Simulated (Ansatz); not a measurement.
**BiAs (model cell, started as zinc blende): a soft mode frozen in**

Wanted: the energy along a soft mode of BiAs (model cell, started as zinc blende) and the structure at the end.

Method: DFT PBEsol, scalar-relativistic, plane waves, PAW, in Ansatz 0.2.0.

The structure was built from a prototype and need not be the compound's stable phase.

## Step 1: The starting structure

Symmetry: F-43m, No. 216, cubic system. Conventional cell: a = 6.598 Å, b = 6.598 Å, c = 6.598 Å, α = 90.00°, β = 90.00°, γ = 90.00°. Nearest to Bi lie 4 As at 2.86 Å. As has 4 Bi at 2.86 Å nearest. Farther neighbours are not listed.

Coordinates:

```cif
data_structure
_symmetry_space_group_name_H-M 'P 1'
_symmetry_Int_Tables_number 1
_cell_length_a 4.6658
_cell_length_b 4.6658
_cell_length_c 4.6658
_cell_angle_alpha 60.000
_cell_angle_beta 60.000
_cell_angle_gamma 60.000
_cell_volume 71.82
loop_
_atom_site_label
_atom_site_type_symbol
_atom_site_fract_x
_atom_site_fract_y
_atom_site_fract_z
_atom_site_occupancy
Bi1 Bi 0.00000 0.00000 0.00000 1
As2 As 0.25000 0.25000 0.25000 1
```

## Step 2: Phonons on a q mesh

The cell comes from relaxations at this level that are not shown. Stability and thermal properties need the whole zone. Linear response on a 4×4×4 q mesh gives force constants as far as a supercell of that size would.

input.yaml

```yaml
crystal:
  lattice:
    - [0.0, 3.2992007818, 3.2992007818]
    - [3.2992007818, 0.0, 3.2992007818]
    - [3.2992007818, 3.2992007818, 0.0]
  atoms:
    - { symbol: Bi, position: [0.0, 0.0, 0.0] }
    - { symbol: As, position: [0.25, 0.25, 0.25] }
kpoints:
  mp_grid: { grid: [12, 12, 12] }
hamiltonian:
  xc: pbesol
scf:
  occupations: { method: methfessel_paxton, width: 0.15 }
output:
  eigenvalues: true
phonons:
  method: dfpt
  qmesh: [4, 4, 4]
  temperatures: { t_max: 1000, t_step: 50 }
  qpath:
    path:
      - [[0.0, 0.0, 0.0], [-0.5, -0.5, 0.0], [-0.375, -0.375, 0.25]]
      - [[-0.375, 0.0, 0.375], [0.0, 0.0, 0.0], [0.0, 0.0, 0.5], [-0.5, -0.25, 0.25], [-0.5, -0.5, 0.0]]
    npoints: 10
```

Started as:

```bash
$ ansatz run input.yaml --threads 4 --pin off --max-ram 7168MiB --backend cpu --events-out ev --progress --plain --runs-dir out
```

Numbers of over 12 decimals in the logs are rounded to 6 here.

What it wrote:

```text
Warning: phonons: the dynamical matrix that this run interpolates holds no multipole term above the dipole-dipole one, and a site of this crystal is no centre of inversion, so its interpolated transverse optical and acoustic branches and sound speeds can stay off near Gamma, and the density of states and the thermodynamics with them. What a run solves at a wave vector of phonons.qpoints, Gamma apart, where the deck admits one, is free of this, and under fd what a larger phonons.supercell samples
Engine: ansatz 0.2.0, aarch64-unknown-linux-gnu
Pseudopotentials: kind: paw
Pseudopotential: Bi, paw, valence charge 15, recommended cutoff 420 eV (normal), Bi.paw.azcp
Pseudopotential: As, paw, valence charge 15, recommended cutoff 420 eV (normal), As.paw.azcp
Functional definition: PBEsol
  exchange = pbesol_x
  correlation = pbesol_c
Crystal: 2 atoms, lattice volume = 71.822 Å³
Basis set: ecut = 420 eV, 1411 PW (Γ), exchange–correlation on 64×64×64 points (8 copies of the dense FFT grid, shifted against one another)
Bands: 19, of which v1, the nominal top of the filled ones, is band 15 counted from 1 (14 counted from 0)
Symmetry: 24 space group operations
k-points: 72 of 1728 (time reversal used)
Non-local potential: Bi, projectors of the file, l = 0: 2, l = 1: 2, l = 2: 2, l = 3: 2
Non-local potential: As, projectors of the file, l = 0: 2, l = 1: 2, l = 2: 3, l = 3: 1
PAW form: soft (Blöchl's): semilocal exchange-correlation on the pseudo side does not see the compensation charge
PAW frozen core: Bi, regenerated for the run's functional, and the local potential with it (the file was generated under x = pbe(κ = 0.804, μ = 0.219515), c = pbe(β = 0.066725))
PAW frozen core: As, regenerated for the run's functional, and the local potential with it (the file was generated under x = pbe(κ = 0.804, μ = 0.219515), c = pbe(β = 0.066725))
PAW one-centre angular grid: Bi, 590 points (default); XC on 64 Gauss nodes
PAW one-centre angular grid: As, 590 points (default); XC on 64 Gauss nodes
Initial density: superposition of atomic densities (neutral atoms: chi_scale 0, normalization atom), corrected by the library's trained network
Initial wavefunctions: pseudopotential atomic-orbital guess
Functional: x = pbesol(κ = 0.804, μ = 0.123457), c = pbesol(β = 0.046)
SCF iter   1: F=—  HF=-17054.447067 eV  |F-HF|=—  |Δ(HF+E_count)|=         —  Δρ=1.48e-3  dr2=2.09e-3  ethr=1.77e-3  ⟨swp⟩=5.7  Hψ=6636  notcnv=0
preconditioner: auto → Kerker (q_TF=auto, 2.359 Å⁻¹)  [metal: Δε(μ)=0.039 eV  Ē_g=8.919 eV  σ=0.150 eV  W_gap=0.21  n_scr=14 (ndim 8)  ℏωp=13.9 eV  f_vac=0.122  D(μ)=0.75/eV (n_scr^D=0)]
SCF iter   2: F=—  HF=-17054.445765 eV  |F-HF|=—  |Δ(HF+E_count)|=   1.30e-3  S|Δr|=    0.00e0  Δρ=8.60e-4  dr2=4.79e-4  ethr=6.96e-6  ⟨swp⟩=2.3  Hψ=3006  notcnv=0
SCF iter   3: F=—  HF=-17054.445830 eV  |F-HF|=—  |Δ(HF+E_count)|=   6.50e-5  S|Δr|=    0.00e0  Δρ=2.37e-4  dr2=5.20e-5  ethr=1.60e-6  ⟨swp⟩=2.0  Hψ=2055  notcnv=0
SCF iter   4: F=—  HF=-17054.445858 eV  |F-HF|=—  |Δ(HF+E_count)|=   2.76e-5  S|Δr|=    0.00e0  Δρ=1.04e-4  dr2=1.10e-5  ethr=1.73e-7  ⟨swp⟩=1.9  Hψ=1535  notcnv=0
SCF iter   5: F=—  HF=-17054.445852 eV  |F-HF|=—  |Δ(HF+E_count)|=   6.41e-6  S|Δr|=    0.00e0  Δρ=3.27e-5  dr2=1.82e-6  ethr=3.67e-8  ⟨swp⟩=2.0  Hψ=1587  notcnv=0
SCF iter   6: F=—  HF=-17054.445857 eV  |F-HF|=—  |Δ(HF+E_count)|=   5.15e-6  S|Δr|=    0.00e0  Δρ=1.58e-5  dr2=2.88e-7  ethr=6.06e-9  ⟨swp⟩=2.0  Hψ=2448  notcnv=0
SCF iter   7: F=—  HF=-17054.445857 eV  |F-HF|=—  |Δ(HF+E_count)|=   1.77e-7  S|Δr|=    0.00e0  Δρ=5.27e-6  dr2=2.06e-8  ethr=9.60e-10  ⟨swp⟩=2.0  Hψ=2456  notcnv=0
SCF iter   8: F=—  HF=-17054.445857 eV  |F-HF|=—  |Δ(HF+E_count)|=   3.02e-8  S|Δr|=    0.00e0  Δρ=1.18e-6  dr2=1.08e-9  ethr=6.86e-11  ⟨swp⟩=2.0  Hψ=2460  notcnv=0
SCF iter   9: F=—  HF=-17054.445857 eV  |F-HF|=—  |Δ(HF+E_count)|=   3.53e-9  S|Δr|=    0.00e0  Δρ=2.84e-7  dr2=1.39e-10  ethr=3.60e-12  ⟨swp⟩=2.0  Hψ=2457  notcnv=0
SCF iter  10: F=—  HF=-17054.445857 eV  |F-HF|=—  |Δ(HF+E_count)|=  2.15e-10  S|Δr|=    0.00e0  Δρ=1.20e-7  dr2=2.72e-11  ethr=1.00e-12  ⟨swp⟩=2.0  Hψ=1558  notcnv=0
SCF iter  11: F=-17054.445857 eV  HF=-17054.445857 eV  |F-HF|=0.00e0  |Δ(HF+E_count)|=  1.09e-11  S|Δr|=    0.00e0  Δρ=3.12e-8  dr2=8.53e-13  ethr=1.00e-12  ⟨swp⟩=6.0  Hψ=5706  notcnv=0
SCF 1 converged in 11 iterations: F = -17054.445857 eV  dr2 = 8.53e-13
  greatest PAW one-centre occupation: 0.999 electrons in one spin orbital (limit 2), on the As atom at site 1 (counted from 0), in its partial waves of l = 2
Initial density: read from a saved state, or passed on in memory by an earlier SCF of this step, an earlier step, the calling program or the single point that the run made first
iter 1 solved again at ethr=1.49e-7 eV; its pass at ethr=3.10e-3 eV (dr2=4.46e-5 eV) is discarded
SCF iter   1: F=—  HF=-17054.445852 eV  |F-HF|=—  |Δ(HF+E_count)|=         —  Δρ=3.89e-7  dr2=7.79e-11  ethr=1.49e-7  ⟨swp⟩=3.3  Hψ=10508  notcnv=0
eigensolver tolerance schedule: the retry pair's looser diagonalisation over-reported the residual by 572531.77 of it (diagonalisation noise at an unbounded share of the residual, at the tolerance the schedule requests for it); recorded, not acted on — ethr = c·dr2/N_el stays at c = 1.0e-1
preconditioner: auto → Kerker (q_TF=auto, 2.359 Å⁻¹)  [metal: Δε(μ)=0.041 eV  Ē_g=8.922 eV  σ=0.150 eV  W_gap=0.22  n_scr=14 (ndim 8)  ℏωp=13.9 eV  f_vac=0.127  D(μ)=0.72/eV (n_scr^D=0)]
SCF iter   2: F=—  HF=-17054.445857 eV  |F-HF|=—  |Δ(HF+E_count)|=   4.75e-6  S|Δr|=    0.00e0  Δρ=2.33e-7  dr2=2.94e-11  ethr=1.00e-12  ⟨swp⟩=4.0  Hψ=4486  notcnv=0
SCF iter   3: F=—  HF=-17054.445857 eV  |F-HF|=—  |Δ(HF+E_count)|=  3.64e-12  S|Δr|=    0.00e0  Δρ=1.47e-7  dr2=1.18e-11  ethr=1.00e-12  ⟨swp⟩=1.0  Hψ=1368  notcnv=0
SCF iter   4: F=-17054.445857 eV  HF=-17054.445857 eV  |F-HF|=7.28e-12  |Δ(HF+E_count)|=  3.64e-12  S|Δr|=    0.00e0  Δρ=1.08e-7  dr2=6.16e-12  ethr=1.00e-12  ⟨swp⟩=3.5  Hψ=3687  notcnv=0
SCF 2 converged in 4 iterations: F = -17054.445857 eV  dr2 = 6.16e-12
phonons: the bands overlap, so this run is a metal and interpolates without the dipole-dipole term. If the crystal is really an insulator or semiconductor, its LO-TO splitting is missing
NSCF: frozen V_eff on 72 k-points
WARN: eigensolver did not converge in 2 slots of this pass, the one above among them; of largest residual over every band (k=26): 1 band(s) unlocked (lowest unlocked band 18, counted from 0; max residual 1.10e-5 eV among the unlocked bands, 1.10e-5 eV over every band); of lowest unlocked band (k=26): band 18
NSCF: frozen V_eff on 163 k-points
DFPT response loops at q = (0, 0, 0) (fractional): preconditioner auto → Kerker (q_TF=auto, 2.359 Å⁻¹) (partly filled bands, converged f_vac=0.127); β = 1.00, the filter's whole step (`scf.mixing.beta` (0.50) is not read by the response loops under this deck's `scf.mixing.preconditioner`; to damp them name `kerker` or `kerker_dos`, under which they read `scf.mixing.beta`, and type it under 1.00, their step now; both keys bind the ground state too); Broyden in place of MSR1
NSCF: frozen V_eff on 1872 k-points
DFPT response loops at q = (0, 0, 0.25) (fractional): mixed as the last ones told, above
NSCF: frozen V_eff on 952 k-points
DFPT response loops at q = (0, 0, -0.5) (fractional): mixed as the last ones told, above
NSCF: frozen V_eff on 1020 k-points
DFPT response loops at q = (0, 0.25, 0.25) (fractional): mixed as the last ones told, above
NSCF: frozen V_eff on 3456 k-points
DFPT response loops at q = (0, 0.25, -0.5) (fractional): mixed as the last ones told, above
NSCF: frozen V_eff on 1872 k-points
DFPT response loops at q = (0, 0.25, -0.25) (fractional): mixed as the last ones told, above
NSCF: frozen V_eff on 560 k-points
DFPT response loops at q = (0, -0.5, -0.5) (fractional): mixed as the last ones told, above
NSCF: frozen V_eff on 1020 k-points
DFPT response loops at q = (0.25, -0.5, -0.25) (fractional): mixed as the last ones told, above
SCF converged after 11 iterations
Stability not checked: this state was not tested for a lower state beside it, because cold or Methfessel-Paxton smearing, or corrected tetrahedra, fill the levels in a way that the test cannot read (fill_not_monotonic; see scf.lower_state_search)
Free energy (F): -17054.445857 eV
Harris-Foulkes:  -17054.445857 eV  (|F-HF|=0.00e0)
Internal energy: -17054.447383 eV  (E = F + TS)
E sigma→0 (E₀):  -17054.446238 eV
Entropy (-TS):   0.001526 eV (0.763 meV/atom)
Fermi energy:    6.855240 eV
--- Per-component energies (eV) ---
  E_band       = -432.782507
  E_kinetic    = 404.291583
  E_local      = -3903.350943  (includes V_loc(G=0)·N_el)
  E_nonlocal   = -106.741187
  E_hartree    = 1724.746637
  E_xc         = -228.350045
  E_vxc        = -222.391084  (∫ρ·V_xc dr)
  E_paw        = -12301.095542  (= ΣΔE_a)
  E_vpaw       = -54.083681  (= ΣTr[D̂ρ^β])
  E_aug_tail   = -0.000453  (compensation charges beyond the density's cutoff)
  E_ewald      = -2645.003612
  E_core_change = 1.056181  (= ΣΔE_core)
  E_smearing   = 0.001526  (= −TS)
  E_closure    = 0.000000  (closes the sum)
  Σ components = -17054.445857   (vs F -17054.445857, Δ=0.00e0)
--- Band table (eV; the first three rows and the last of 72) ---
  k-point 0: bands = [... 11 lower, 0.1391, 5.3027, 5.3027, 5.3027, 7.8575, 7.8575, 7.8575, 10.7680]
  k-point 1: bands = [... 11 lower, -0.0336, 5.2155, 5.2155, 5.2503, 7.9279, 7.9802, 7.9802, 11.1117]
  k-point 2: bands = [... 11 lower, -0.4897, 5.0104, 5.0104, 5.0678, 8.2721, 8.2721, 8.2732, 11.8864]
  k-point 71: bands = [... 11 lower, -3.5899, 3.0564, 3.1118, 7.4594, 8.1725, 9.5225, 10.4422, 13.1510]
--- Phonons (Γ-DFPT): 2 representative perturbations + reference (Σ response iterations 6) ---
  ASR residual: 5.098e-5 → 0.000e0 eV/Å²; symmetrization residual: 2.454e-5 eV/Å²
  ASR residual per site (eV/Å²): 5.10e-5 1.82e-5
  Γ frequencies (cm⁻¹): 0.00 0.00 0.00 158.20 158.20 158.20
--- Phonons (arbitrary-q DFPT): 8 irreducible q on the 4×4×4 mesh ---
  q = [0.0000, 0.0000, 0.0000] (star 1, of the zone-centre solve; hermiticity 9.67e-6, symmetrization 1.22e-11): -0.00 -0.00 0.00 158.20 158.20 158.20
  q = [0.0000, 0.0000, 0.2500] (star 8, 2 solved perturbations on 936 of 1728 k-point pairs; hermiticity 5.80e-6, symmetrization 8.85e-9): -16.20 -16.20 39.83 145.83 150.97 150.97
  q = [0.0000, 0.0000, -0.5000] (star 4, 2 solved perturbations on 476 of 1728 k-point pairs; hermiticity 8.87e-6, symmetrization 4.19e-6): 8.55 8.55 76.81 134.02 148.25 148.25
  q = [0.0000, 0.2500, 0.2500] (star 6, 4 solved perturbations in 1608 linear systems a pass and spin channel, the states on 510 of 1728 k-point pairs; hermiticity 1.04e-5, symmetrization 1.30e-8): -35.66 -35.66 54.83 133.71 133.71 146.48
  q = [0.0000, 0.2500, -0.5000] (star 24, 4 solved perturbations in 5328 linear systems a pass and spin channel, the states on 1728 of 1728 k-point pairs; hermiticity 6.47e-6, symmetrization 3.83e-9): -14.07 -5.50 77.09 128.16 130.78 141.51
  q = [0.0000, 0.2500, -0.2500] (star 12, 4 solved perturbations in 2892 linear systems a pass and spin channel, the states on 936 of 1728 k-point pairs; hermiticity 7.89e-6, symmetrization 1.22e-6): -20.44 9.35 71.05 137.34 142.08 144.75
  q = [0.0000, -0.5000, -0.5000] (star 3, 4 solved perturbations in 886 linear systems a pass and spin channel, the states on 280 of 1728 k-point pairs; hermiticity 1.04e-5, symmetrization 2.40e-8): 21.36 21.36 74.13 111.35 111.35 143.53
  q = [0.2500, -0.5000, -0.2500] (star 6, 4 solved perturbations in 1544 linear systems a pass and spin channel, the states on 510 of 1728 k-point pairs; hermiticity 1.95e-5, symmetrization 9.75e-6): -23.02 31.35 78.92 120.90 126.79 133.62
  sum rule: each row above includes the acoustic sum rule's correction from the zone centre's row sums; it moved no ω² by more than (0.26 cm⁻¹)²
  mesh force constants: q→R imaginary residual 2.01e-18; ASR residual 5.098e-5 → 0.000e0 eV/Å²; symmetrization residual 2.665e-15 eV/Å²
  interpolated dispersion: 62 rows × 6 modes
  density of states and harmonic sums: on the 16×16×16 q-mesh, interpolated from the force constants of a 4×4×4 supercell (no non-analytic term)
  largest difference from the sums on the solved wave vectors: F 6.12e-2 eV, S 7.68e-5 and C_V 1.55e-5 eV/K
  zero-point energy: 0.030416 eV/cell   skipped modes (ω ≤ 0): 196, of them read as no rigid motion or as one in doubt: 193 (1.334e0 modes/cell left out, lowest -35.66 cm⁻¹)   left out of the sums: 2.23e-1 of the cell's modes: C_V's classical limit lies that fraction below 3 k_B per atom; for a crystal, a wire or a layer, F and S can be off by more, and a phonons.interpolated_qmesh denser along its periods is the remedy for the sampling
```

Run time: 9.9 min. Hardware: 4 threads of Arm Neoverse V1, shared host; peak memory 4.3 GiB.

The column dr2 measures how far the density is from self-consistency, as an energy; F and HF (Harris–Foulkes) agree once it is small.

Numbers from this step:

```yaml
volume_per_atom: 35.91 Å³
gap_on_the_k_mesh: 0 eV
sum_rule_residual_before_enforcement: 5.10e-5 eV/Å²
lowest_frequency_on_the_path: -35.66 cm⁻¹
point_group: -43m
highest_frequency_on_the_path_or_at_a_solved_wavevector: 158.2 cm⁻¹
highest_optical_mode_at_the_zone_centre_no_lo_to_term: 158.2 cm⁻¹
lowest_optical_zone_centre_mode: 158.2 cm⁻¹
lowest_mode_on_the_q_mesh_acoustic_modes_at_gamma_apart: -35.66 cm⁻¹
```

Frequencies (cm⁻¹) solved at each irreducible wavevector; negative means imaginary. Frequencies by wavevector, by row:

```
q in reciprocal lattice units  star  mode 1  mode 2  mode 3  mode 4  mode 5  mode 6
                        0 0 0     1       0       0       0   158.2   158.2   158.2
                     0 0 0.25     8   -16.2   -16.2    39.8   145.8     151     151
                     0 0 -0.5     4     8.6     8.6    76.8     134   148.2   148.2
                  0 0.25 0.25     6   -35.7   -35.7    54.8   133.7   133.7   146.5
                  0 0.25 -0.5    24   -14.1    -5.5    77.1   128.2   130.8   141.5
                 0 0.25 -0.25    12   -20.4     9.3      71   137.3   142.1   144.8
                  0 -0.5 -0.5     3    21.4    21.4    74.1   111.3   111.3   143.5
              0.25 -0.5 -0.25     6     -23    31.4    78.9   120.9   126.8   133.6
```

Interpolated from a 4×4×4 q mesh. The phonon branches at the labelled points (cm⁻¹):

| point | branch 1 | branch 2 | branch 3 | branch 4 | branch 5 | branch 6 |
| --- | --- | --- | --- | --- | --- | --- |
| Γ | 0 | 0 | 0 | 158 | 158 | 158 |
| halfway | -36 | -36 | 55 | 134 | 134 | 146 |
| X | 21 | 21 | 74 | 111 | 111 | 144 |
| halfway | 18 | 23 | 75 | 115 | 115 | 142 |
| U | 12 | 24 | 77 | 123 | 123 | 140 |
| jump to K | 12 | 24 | 77 | 123 | 123 | 140 |
| halfway | -29 | -7 | 55 | 142 | 147 | 148 |
| Γ | 0 | 0 | 0 | 158 | 158 | 158 |
| halfway | -16 | -16 | 40 | 146 | 151 | 151 |
| L | 8 | 8 | 77 | 134 | 148 | 148 |
| halfway | -17 | 18 | 80 | 131 | 137 | 142 |
| W | -23 | 31 | 79 | 121 | 127 | 134 |
| halfway | -6 | 28 | 76 | 117 | 118 | 140 |
| X | 21 | 21 | 74 | 111 | 111 | 144 |

The phonon branches as a text plot (rows in cm⁻¹):

```
    154 |******                  ************
    146 |   *  **   ***     ********       ***********         **
    138 |    **  ***   **********             *****  ***** ****
    130 |      **          **                      *********
    122 |        *      ***                              *****
    114 |         *******                                     ***
    106 |
     98 |
     90 |
     81 |                  *                       **********
     73 |        ********** ***                 ***          ****
     65 |       *              *               *
     57 |      *                *             *
     49 |                                    *
     41 |    **                  *          *
     33 |   *                     **       *             *****
     25 |  *         *******                           **     ***
     17 |           * ****          *     *          **        **
      9 | *               ******     *  **      *****         *
      1 |*                            **           *
     -7 | *                     **  **  **    **    *
    -16 |  *      **         **   ***     ****       **     **
    -24 |   *                  *  **                   *****
    -32 |    *****              **
         Γ           X  U|K            Γ         L        W     X
```

Symmetry leaves 8 wavevectors to solve. The lowest mode among them, the acoustic zeros apart, lies at q = (0, 0.25, 0.25) and is imaginary, 35.7i cm⁻¹, so the energy falls along it.

## Step 3: The mode frozen in, largest atomic shift 0 Å

The mode followed lies at q = (0.25, -0.5, -0.25) with frequency 23.0i cm⁻¹, one of the unstable modes though not the softest. At small amplitude the distorted cell has space group no. 121 by a symmetry search on the positions. The undistorted cell that holds it gives the zero of energy on the same k mesh.

System of this step: BiAs (model cell, started as zinc blende). Symmetry: F-43m, No. 216, cubic system. Conventional cell: a = 6.598 Å, b = 6.598 Å, c = 6.598 Å, α = 90.00°, β = 90.00°, γ = 90.00°. Nearest to Bi lie 4 As at 2.86 Å. As has 4 Bi at 2.86 Å nearest. Farther neighbours are not listed.

input.yaml

```yaml
crystal:
  lattice:
    - [0.0, 0.0, -6.5984015635]
    - [6.5984015635, 0.0, 0.0]
    - [3.2992007818, -6.5984015635, -3.2992007818]
  atoms:
    - { symbol: Bi, position: [0.5, 0.5, 0.0] }
    - { symbol: Bi, position: [0.0, 0.0, 0.0] }
    - { symbol: Bi, position: [0.25, 0.75, 0.5] }
    - { symbol: Bi, position: [0.75, 0.25, 0.5] }
    - { symbol: As, position: [0.625, 0.625, 0.25] }
    - { symbol: As, position: [0.125, 0.125, 0.25] }
    - { symbol: As, position: [0.375, 0.875, 0.75] }
    - { symbol: As, position: [0.875, 0.375, 0.75] }
kpoints:
  mp_grid: { grid: [6, 6, 6] }
hamiltonian:
  xc: pbesol
scf:
  occupations: { method: methfessel_paxton, width: 0.15 }
output:
  forces: true
  stress: true
  eigenvalues: true
```

What it wrote:

```text
[...]
Crystal: 8 atoms, lattice volume = 287.287 Å³
Basis set: ecut = 420 eV, 5647 PW (Γ), exchange–correlation on 90×90×120 points (8 copies of the dense FFT grid, shifted against one another)
Bands: 72, of which v1, the nominal top of the filled ones, is band 60 counted from 1 (59 counted from 0)
Symmetry: 32 space group operations
[...]
k-point 0: bands = [... 56 lower, 5.3056, 6.3623, 6.4493, 7.4626, 7.4626, 7.8588, 7.8588, 7.8597, ... 8 higher]
  k-point 1: bands = [... 56 lower, 5.5076, 6.3351, 6.5581, 7.1445, 7.1445, 7.5371, 7.5371, 7.6120, ... 8 higher]
  k-point 2: bands = [... 56 lower, 5.9691, 6.4056, 6.6084, 6.6084, 6.6543, 6.7663, 6.7663, 7.1477, ... 8 higher]
  k-point 29: bands = [... 56 lower, 5.1182, 5.1182, 5.7579, 5.7579, 8.8938, 8.8938, 8.9261, 8.9261, ... 8 higher]
[key lines of the parts left out:]
SCF converged after 6 iterations
Free energy (F): -68217.767435 eV
Fermi energy:    6.891261 eV
P = ⅓ Tr σ = 0.0485 GPa (0.485 kbar)
```

Run time: 12 s. Hardware: 4 threads; peak memory 0.94 GiB; 47 s of CPU time.

This step gave:

```
pressure                         : 0.04848 GPa
energy from the undistorted cell : 0 meV/atom
```

The run ends at a pressure of 0.05 GPa.

(Part 1 of 2 ends here.)

[Logs are printed without paths, hosts, clocks, repeated set-up lines and the standing remarks that a program may print on its own settings, such as how far it seeks lower states.]

[Hosts, paths, dates, database ids (printed as entryN), source tags and the programs' standing remarks are cut or masked in the printed files.]
